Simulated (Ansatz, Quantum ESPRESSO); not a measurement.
# CaH2S2 (P-3m1): zone-centre phonons, part 2 of 3

Aim: the zone-centre modes of CaH2S2 (P-3m1).

Quantum ESPRESSO 7.5; DFT PBE, scalar-relativistic, plane waves, PseudoDojo norm-conserving pseudopotentials.

So far. Step 2 (A first look): A gap of 2.7 eV opens on this mesh, so the crystal is taken as an insulator; the start stands at 57 GPa. Step 4 (Ground state): The cell stands at 0.035 GPa, close enough for phonons. The relaxed cell has a = 4.402, c = 6.175 Å (conventional setting).

The structure was built from a prototype and need not be the compound's stable phase.

## (5) Linear response at Γ

At q = 0 one unit cell holds all displacements; symmetry groups them into irreducible representations that are solved one by one. The response to a field gives ε∞ and the Born charges, which polar modes need.

Input file ph.in:

```
phonons
&inputph
   prefix = 'x'
   outdir = './tmp'
   fildyn = 'g.dyn'
   tr2_ph = 1.0d-18
   epsil = .true.
/
0.000000000000 0.000000000000 0.000000000000
```

Started as:

```bash
$ OMP_NUM_THREADS=1 mpirun -n 4 ph.x -nk 4 -in ph.in > ph.out
```

Log:

```text
[banners, grids, parts of the stress and lines that vanish by symmetry left out]
[banner, memory and clock lines left out]
Program PHONON v.7.5

     ./tmp/x.save/

     IMPORTANT: XC functional enforced from input :
     Exchange-correlation= PBE
                           (   1   4   3   4   0   0   0)
     Any further DFT definition will be discarded
     Please, verify this is what you really want

     G-vector sticks info

     Reading collected, re-writing distributed wavefunctions in ./tmp/

     Number and degeneracy of irreps per q-point
       N         xq(1)         xq(2)         xq(3)   N irreps
       1   0.000000000   0.000000000   0.000000000      10
        1   1   2   2   1   1   1   2   2   2

     Calculation of q =    0.0000000   0.0000000   0.0000000

     phonons

     bravais-lattice index     =            0
     lattice parameter (alat)  =       8.3188  a.u.
     unit-cell volume          =     699.3721 (a.u.)^3
     number of atoms/cell      =            5
     number of atomic types    =            3
     kinetic-energy cut-off    =      72.0000  Ry
     charge density cut-off    =     288.0000  Ry
     convergence threshold     =      1.0E-18
     beta                      =       0.7000
     number of iterations used =            4
     Exchange-correlation= PBE
                           (   1   4   3   4   0   0   0)

     celldm(1)=    8.31876  celldm(2)=    0.00000  celldm(3)=    0.00000
     celldm(4)=    0.00000  celldm(5)=    0.00000  celldm(6)=    0.00000

     crystal axes: (cart. coord. in units of alat)
               a(1) = (  1.0000  0.0000  0.0000 )
               a(2) = ( -0.5000  0.8660  0.0000 )
               a(3) = (  0.0000  0.0000  1.4028 )

     reciprocal axes: (cart. coord. in units 2 pi/alat)
               b(1) = (  1.0000  0.5774 -0.0000 )
               b(2) = (  0.0000  1.1547  0.0000 )
               b(3) = (  0.0000 -0.0000  0.7128 )

     Atoms inside the unit cell:

     Cartesian axes

     site n.  atom      mass           positions (alat units)
        1  Ca     40.0780   tau(    1) = (    0.00000    0.00000    0.00000  )
        2  H       1.0080   tau(    2) = (   -0.00000    0.57735    0.79613  )
        3  H       1.0080   tau(    3) = (    0.50000    0.28868    0.60669  )
        4  S      32.0600   tau(    4) = (   -0.00000    0.57735    1.10291  )
        5  S      32.0600   tau(    5) = (    0.50000    0.28868    0.29991  )

     Computing dynamical matrix for
                    q = (   0.0000000   0.0000000   0.0000000 )

     13 Sym.Ops. (with q -> -q+G )

     G cutoff =  504.8355  (  57711 G-vectors)     FFT grid: ( 45, 45, 64)
     number of k points=    24
                       cart. coord. in units 2pi/alat
        k(    1) = (   0.0000000   0.0000000   0.0000000), wk =   0.0138889
        k(    2) = (   0.0000000   0.0000000   0.1782124), wk =   0.0277778
        k(    3) = (   0.0000000   0.0000000  -0.3564249), wk =   0.0138889
        [... further k-points left out ...]

     PseudoPot. # 1 for Ca read from file:
     ./pseudo/Ca.upf
     Pseudo is Norm-conserving + core correction, Zval = 10.0

     PseudoPot. # 2 for H  read from file:
     ./pseudo/H.upf
     Pseudo is Norm-conserving, Zval =  1.0

     PseudoPot. # 3 for S  read from file:
     ./pseudo/S.upf
     Pseudo is Norm-conserving + core correction, Zval =  6.0

     Mode symmetry, D_3d (-3m)  point group:

     Electric field:
     Dielectric constant
     Born effective charges as d Force / d E

     Atomic displacements:
     There are   10 irreducible representations

     Representation     1      1 modes -  To be done

     Representation     2      1 modes -  To be done

     Representation     3      2 modes -  To be done

     Representation     4      2 modes -  To be done

[...]
Representation     9      2 modes -  To be done

     Representation    10      2 modes -  To be done

     Alpha used in Ewald sum =   2.8000

     Electric Fields Calculation

      iter #   1   av.it.:   8.8
      thresh= 1.000E-02 alpha_mix =  0.700 |ddv_scf|^2 =  2.660E-07

      [... iterations left out ...]
      iter #  11   av.it.:  16.1
      thresh= 2.725E-10 alpha_mix =  0.700 |ddv_scf|^2 =  4.487E-19

     End of electric fields calculation

          Dielectric constant in cartesian axis

          (       3.426203408      -0.000000002       0.000000000 )
          (      -0.000000002       3.426203405       0.000000000 )
          (      -0.000000000       0.000000000       3.043238970 )

          Effective charges (d Force / dE) in cartesian axis without acoustic sum rule applied (asr)

           atom    1  Ca    Mean Z*:        2.19013
      Ex  (        2.46724        0.00000        0.00000 )
      Ey  (        0.00000        2.46724       -0.00000 )
      Ez  (        0.00000        0.00000        1.63592 )
           atom    2  H     Mean Z*:        0.08551
      Ex  (        0.05644        0.00000       -0.00000 )
      Ey  (        0.00000        0.05644        0.00000 )
      Ez  (        0.00000       -0.00000        0.14364 )
           atom    3  H     Mean Z*:        0.08551
      Ex  (        0.05644        0.00000        0.00000 )
      Ey  (        0.00000        0.05644        0.00000 )
      Ez  (        0.00000       -0.00000        0.14364 )
           atom    4  S     Mean Z*:       -1.18231
      Ex  (       -1.29245        0.00000       -0.00000 )
      Ey  (        0.00000       -1.29245       -0.00000 )
      Ez  (        0.00000        0.00000       -0.96202 )
           atom    5  S     Mean Z*:       -1.18231
      Ex  (       -1.29245        0.00000       -0.00000 )
      Ey  (        0.00000       -1.29245       -0.00000 )
      Ez  (        0.00000        0.00000       -0.96202 )

          Effective charges Sum: Mean:       -0.00346
             -0.00478        0.00000        0.00000
              0.00000       -0.00478       -0.00000
             -0.00000       -0.00000       -0.00084

          Effective charges (d Force / dE) in cartesian axis with asr applied:
           atom    1  Ca    Mean Z*:        2.19083
      E*x (        2.46820        0.00000        0.00000 )
      E*y (        0.00000        2.46820       -0.00000 )
      E*z (        0.00000        0.00000        1.63609 )
           atom    2  H     Mean Z*:        0.08620
      E*x (        0.05740       -0.00000        0.00000 )
      E*y (       -0.00000        0.05740        0.00000 )
      E*z (        0.00000       -0.00000        0.14381 )
           atom    3  H     Mean Z*:        0.08620
      E*x (        0.05740       -0.00000        0.00000 )
      E*y (       -0.00000        0.05740        0.00000 )
      E*z (        0.00000       -0.00000        0.14381 )
           atom    4  S     Mean Z*:       -1.18161
      E*x (       -1.29149        0.00000       -0.00000 )
      E*y (        0.00000       -1.29149        0.00000 )
      E*z (        0.00000        0.00000       -0.96185 )
           atom    5  S     Mean Z*:       -1.18161
[...]
Representation #   1 mode #   1

     Self-consistent Calculation

      iter #   1   av.it.:   4.0
      thresh= 1.000E-02 alpha_mix =  0.700 |ddv_scf|^2 =  2.951E-08

      [... iterations left out ...]
      iter #  10   av.it.:  14.2
      thresh= 5.370E-10 alpha_mix =  0.700 |ddv_scf|^2 =  8.654E-19

     End of self-consistent calculation

     Convergence has been achieved

     Representation #   2 mode #   2

     Self-consistent Calculation

[...]
[... iterations left out ...]
[...]
End of self-consistent calculation

     Convergence has been achieved

     Representation #   3 modes #   3   4

     Self-consistent Calculation

[...]
[... iterations left out ...]
[...]
End of self-consistent calculation

     Convergence has been achieved

     Representation #   4 modes #   5   6

     Self-consistent Calculation

[...]
End of self-consistent calculation

     Convergence has been achieved

     Representation #   5 mode #   7

[...]
Convergence has been achieved

     Representation #   6 mode #   8

[...]
Convergence has been achieved

     Representation #   7 mode #   9

[...]
Convergence has been achieved

     Representation #   8 modes #  10  11

[...]
Convergence has been achieved

     Representation #   9 modes #  12  13

     Self-consistent Calculation

[...]
[... iterations left out ...]
[...]
End of self-consistent calculation

     Convergence has been achieved

     Representation #  10 modes #  14  15

     Self-consistent Calculation

      iter #   1   av.it.:   8.7
      thresh= 1.000E-02 alpha_mix =  0.700 |ddv_scf|^2 =  7.079E-07

      [... iterations left out ...]
      iter #   9   av.it.:  15.6
      thresh= 3.468E-10 alpha_mix =  0.700 |ddv_scf|^2 =  2.040E-19

     End of self-consistent calculation

     Convergence has been achieved

     Number of q in the star =    1
     List of q in the star:
          1   0.000000000   0.000000000   0.000000000

          Dielectric constant in cartesian axis

          (       3.426203408      -0.000000002       0.000000000 )
          (      -0.000000002       3.426203405       0.000000000 )
          (      -0.000000000       0.000000000       3.043238970 )

          Effective charges (d Force / dE) in cartesian axis without acoustic sum rule applied (asr)

           atom    1  Ca    Mean Z*:        2.19013
      Ex  (        2.46724        0.00000        0.00000 )
      Ey  (        0.00000        2.46724       -0.00000 )
      Ez  (        0.00000        0.00000        1.63592 )
           atom    2  H     Mean Z*:        0.08551
      Ex  (        0.05644        0.00000       -0.00000 )
      Ey  (        0.00000        0.05644        0.00000 )
      Ez  (        0.00000       -0.00000        0.14364 )
           atom    3  H     Mean Z*:        0.08551
      Ex  (        0.05644        0.00000        0.00000 )
      Ey  (        0.00000        0.05644        0.00000 )
      Ez  (        0.00000       -0.00000        0.14364 )
           atom    4  S     Mean Z*:       -1.18231
      Ex  (       -1.29245        0.00000       -0.00000 )
      Ey  (        0.00000       -1.29245       -0.00000 )
      Ez  (        0.00000        0.00000       -0.96202 )
           atom    5  S     Mean Z*:       -1.18231
      Ex  (       -1.29245        0.00000       -0.00000 )
      Ey  (        0.00000       -1.29245       -0.00000 )
      Ez  (        0.00000        0.00000       -0.96202 )

          Effective charges Sum: Mean:       -0.00346
             -0.00478        0.00000        0.00000
              0.00000       -0.00478       -0.00000
             -0.00000       -0.00000       -0.00084

          Effective charges (d Force / dE) in cartesian axis with asr applied:
           atom    1  Ca    Mean Z*:        2.19083
[...]
atom    2  H     Mean Z*:        0.08620
[...]
atom    3  H     Mean Z*:        0.08620
[...]
atom    4  S     Mean Z*:       -1.18161
      E*x (       -1.29149        0.00000       -0.00000 )
      E*y (        0.00000       -1.29149        0.00000 )
      E*z (        0.00000        0.00000       -0.96185 )
           atom    5  S     Mean Z*:       -1.18161
      E*x (       -1.29149        0.00000       -0.00000 )
      E*y (        0.00000       -1.29149       -0.00000 )
      E*z (        0.00000        0.00000       -0.96185 )

     Diagonalizing the dynamical matrix

     q = (    0.000000000   0.000000000   0.000000000 )

 **************************************************************************
     freq (    1) =      -0.106317 [THz] =      -3.546345 [cm-1]
     freq (    2) =      -0.106317 [THz] =      -3.546345 [cm-1]
     freq (    3) =       0.161544 [THz] =       5.388517 [cm-1]
     freq (    4) =       4.340757 [THz] =     144.792058 [cm-1]
     freq (    5) =       4.340757 [THz] =     144.792058 [cm-1]
     freq (    6) =       5.806310 [THz] =     193.677650 [cm-1]
     freq (    7) =       6.024940 [THz] =     200.970373 [cm-1]
     freq (    8) =       6.024940 [THz] =     200.970373 [cm-1]
     freq (    9) =       6.667934 [THz] =     222.418354 [cm-1]
     freq (   10) =       8.569726 [THz] =     285.855277 [cm-1]
     freq (   11) =       8.569726 [THz] =     285.855277 [cm-1]
     freq (   12) =      13.472890 [THz] =     449.407224 [cm-1]
     freq (   13) =      13.472890 [THz] =     449.407225 [cm-1]
     freq (   14) =      78.120791 [THz] =    2605.829089 [cm-1]
     freq (   15) =      78.258758 [THz] =    2610.431165 [cm-1]
 **************************************************************************

     Mode symmetry, D_3d (-3m)  point group:

     freq (   1-   2) =         -3.5  [cm-1]   --> E_u  L_3'       I
     freq (   3-   3) =          5.4  [cm-1]   --> A_2u L_2'       I
     freq (   4-   5) =        144.8  [cm-1]   --> E_g  L_3        R
     freq (   6-   6) =        193.7  [cm-1]   --> A_1g L_1        R
     freq (   7-   8) =        201.0  [cm-1]   --> E_u  L_3'       I
     freq (   9-   9) =        222.4  [cm-1]   --> A_2u L_2'       I
     freq (  10-  11) =        285.9  [cm-1]   --> E_u  L_3'       I
     freq (  12-  13) =        449.4  [cm-1]   --> E_g  L_3        R
     freq (  14-  14) =       2605.8  [cm-1]   --> A_1g L_1        R
     freq (  15-  15) =       2610.4  [cm-1]   --> A_2u L_2'       I
```

Wall time 11 min (4 MPI ranks of Intel Xeon 6975P-C (Granite Rapids), shared host).

Numbers from this step:

- miss of the charge sum rule: 0.004780 e
- largest acoustic frequency at the zone centre before the sum rule: 5.39 cm⁻¹
- highest optical zone-centre mode (no LO-TO term): 2610 cm⁻¹
- lowest optical zone-centre mode: 144.8 cm⁻¹
- mean high-frequency dielectric constant: 3.299
- largest Born charge in size (third of the trace): 2.190 e

Born charge (rows field, columns displacement), before the sum rule (e), principal values of the symmetric part by kind of site:

| atom | atoms with these values | low | middle | high | mean |
| --- | --- | --- | --- | --- | --- |
| Ca1 | 1 | 1.64 | 2.47 | 2.47 | 2.19 |
| H2 | 2 | 0.06 | 0.06 | 0.14 | 0.09 |
| S4 | 2 | -1.29 | -1.29 | -0.96 | -1.18 |

In full for Ca1:

```
2.47 0.00 0.00
0.00 2.47 0.00
0.00 0.00 1.64
```

High-frequency dielectric tensor:

```
3.43 0.00 0.00
0.00 3.43 0.00
0.00 0.00 3.04
```

The acoustic modes at Γ come out as far as 5.4 cm⁻¹ from zero, where they should vanish, a small numerical error; the Born charges miss their sum rule by 0.0048 e, which is good.

## (6) Zone-centre analysis

A rigid shift of the crystal must cost nothing, but grids and finite bases break this; the acoustic sum rule is imposed before the matrix is diagonalised again. With Born charges the intensities follow, and the static dielectric tensor.

Input file dynmat.in:

```
&input
   fildyn = 'g.dyn'
   asr = 'crystal'
   fileig = 'dynmat.eig'
   lperm = .true.
/
```

Started as:

```bash
$ dynmat.x -in dynmat.in > dynmat.out
```

Log:

```text
[banner, memory and clock lines left out]
Program DYNMAT v.7.5

     Reading Dynamical Matrix from file g.dyn
     ...Force constants read
     ...epsilon and Z* read
     Acoustic Sum Rule: || Z*(ASR) - Z*(orig)|| =    3.044641E-03
     Acoustic Sum Rule: ||dyn(ASR) - dyn(orig)||=    1.550839E-04
     A direction for q was not specified:TO-LO splitting will be absent

     Polarizability (A^3 units)
     multiply by 0.566193 for Clausius-Mossotti correction
        20.009170   -0.000000   -0.000000
        -0.000000   20.009170    0.000000
         0.000000    0.000000   16.850819

     IR activities are in (D/A)^2/amu units

# mode   [cm-1]    [THz]      IR
    1     -0.00   -0.0000    0.0000
    2     -0.00   -0.0000    0.0000
    3     -0.00   -0.0000    0.0000
    4    144.79    4.3408    0.0000
    5    144.79    4.3408    0.0000
    6    193.68    5.8063    0.0000
    7    200.86    6.0216    3.9852
    8    200.86    6.0216    3.9852
    9    222.49    6.6700    2.4892
   10    285.74    8.5663    2.0731
   11    285.74    8.5663    2.0731
   12    449.41   13.4729    0.0000
   13    449.41   13.4729    0.0000
   14   2605.83   78.1208    0.0000
   15   2610.47   78.2600    1.3300

Electronic dielectric permittivity tensor (relative, adimensional)
         3.426203   -0.000000   -0.000000
        -0.000000    3.426203    0.000000
         0.000000    0.000000    3.043239

 ... with zone-center polar mode contributions
         5.981606    0.000000    0.000000
         0.000000    5.981606   -0.000000
         0.000000   -0.000000    4.082136

[end of the log left out, with the tail of the file of modes that dynmat.x writes under the same name]
```

The job ended after 0.6 s (1 thread).

This step gave:

- mean static dielectric constant: 5.348

Unit eigenvectors of the mass-weighted matrix after the sum rule; no LO-TO term. The modes at Γ (shares of kinetic energy by element, %):

```
mode  frequency (cm⁻¹)  symmetry  Ca %  H %  S %
   1               0.0  acoustic    38    2   60
   2               0.0  acoustic    38    2   60
   3               0.0  acoustic    38    2   60
   4             144.8        Eg     0    1   99
   5             144.8        Eg     0    1   99
   6             193.7       A1g     0    3   97
   7             200.9        Eu    55   20   26
   8             200.9        Eu    55   20   26
   9             222.5       A2u    62    1   37
  10             285.7        Eu     8   78   14
  11             285.7        Eu     8   78   14
  12             449.4        Eg     0   99    1
  13             449.4        Eg     0   99    1
  14            2605.8       A1g     0   97    3
  15            2610.5       A2u     0   97    3
```

Displacements in mode 5 (144.8 cm⁻¹), the largest set to 1:
```
Ca1  0.00  0.00  0.00
H2   0.64  0.02  0.00
H3  -0.64 -0.02  0.00
S4   1.00  0.02  0.00
S5  -1.00 -0.02  0.00
```

Displacements in mode 6 (193.7 cm⁻¹), the largest set to 1:
```
Ca1  0.00  0.00  0.00
H2   0.00  0.00  0.99
H3   0.00  0.00 -0.99
S4   0.00  0.00  1.00
S5   0.00  0.00 -1.00
```

Degenerate modes summed, no LO-TO term. Infrared lines, with heights relative to the strongest:

```csv
position (cm⁻¹),lines merged,label,"IR intensity, relative"
145,2,Eg,0.0
194,1,A1g,0.0
201,2,Eu,100
222,1,A2u,31
286,2,Eu,52
449,2,Eg,0.0
2606,1,A1g,0.0
2610,1,A2u,17
```

Static dielectric tensor (ions relaxed, fixed cell):

```
5.98 0.00 0.00
0.00 5.98 0.00
0.00 0.00 4.08
```

The rule moves no optical mode by more than 0.2 cm⁻¹.

## (7) Sum rules set otherwise: a sum rule for molecules or wires on a crystal

This rule also removes rotations, which suits molecules and not a crystal; it is tried to see the harm.

Input file dynmat.in:

```
&input
   fildyn = 'g.dyn'
   asr = 'zero-dim'
   fileig = 'dynmat.eig'
   lperm = .true.
/
```

Started as:

```bash
$ dynmat.x -in dynmat.in > dynmat.out
```

Log:

```text
[banner, memory and clock lines left out]
Program DYNMAT v.7.5

     Reading Dynamical Matrix from file g.dyn
     ...Force constants read
     ...epsilon and Z* read
     Acoustic Sum Rule: || Z*(ASR) - Z*(orig)|| =    3.048724E+00
     Acoustic Sum Rule: ||dyn(ASR) - dyn(orig)||=    1.720894E-01
     A direction for q was not specified:TO-LO splitting will be absent

     Polarizability (A^3 units)
     multiply by 0.566193 for Clausius-Mossotti correction
        20.009170   -0.000000   -0.000000
        -0.000000   20.009170    0.000000
         0.000000    0.000000   16.850819

     IR activities are in (D/A)^2/amu units

# mode   [cm-1]    [THz]      IR
    1     -0.00   -0.0000    0.0000
    2     -0.00   -0.0000    0.0000
    3     -0.00   -0.0000    0.0000
    4     -0.00   -0.0000    0.0000
    5      0.00    0.0000    0.0000
    6      0.00    0.0000    0.0000
    7    161.52    4.8423    0.4907
    8    184.67    5.5363    0.8515
    9    219.10    6.5685    3.2330
   10    340.32   10.2025    2.6853
   11    401.04   12.0228    6.5674
   12    483.87   14.5062    1.3397
   13    634.51   19.0221   25.4306
   14   2611.99   78.3054    5.8194
   15   2627.19   78.7611    4.8105

Electronic dielectric permittivity tensor (relative, adimensional)
         3.426203   -0.000000   -0.000000
        -0.000000    3.426203    0.000000
         0.000000    0.000000    3.043239

 ... with zone-center polar mode contributions
         5.615641    0.003618    0.074821
         0.003618    5.349293    0.227059
         0.074821    0.227059    3.984767

[end of the log left out, with the tail of the file of modes that dynmat.x writes under the same name]
```

Run time: 0.59 s. Hardware: 1 thread.

The run ended normally, but on settings that are not sound.

The fault: a sum rule for molecules or wires on a crystal; 3 optical modes are projected out to zero frequency, as if they were rotations, and the static dielectric tensor is spoilt.

For a crystal the rule has to be 'simple' or 'crystal'.

Zone-centre frequencies as printed; negative means imaginary. Modes:

| mode | frequency (cm⁻¹) |
| --- | --- |
| 1 | 0 |
| 2 | 0 |
| 3 | 0 |
| 4 | 0 |
| 5 | 0 |
| 6 | 0 |
| 7 | 161.5 |
| 8 | 184.7 |
| 9 | 219.1 |
| 10 | 340.3 |
| 11 | 401 |
| 12 | 483.9 |
| 13 | 634.5 |
| 14 | 2612 |
| 15 | 2627 |

[end of part 2 of 3]

[Host names and launcher messages were left out of these logs when they were recorded.]

[Logs are printed without paths, hosts, clocks, repeated set-up lines and the standing remarks that a program may print on its own settings, such as how far it seeks lower states.]

[Hosts, paths, dates, database ids (printed as entryN), source tags and the programs' standing remarks are cut or masked in the printed files.]
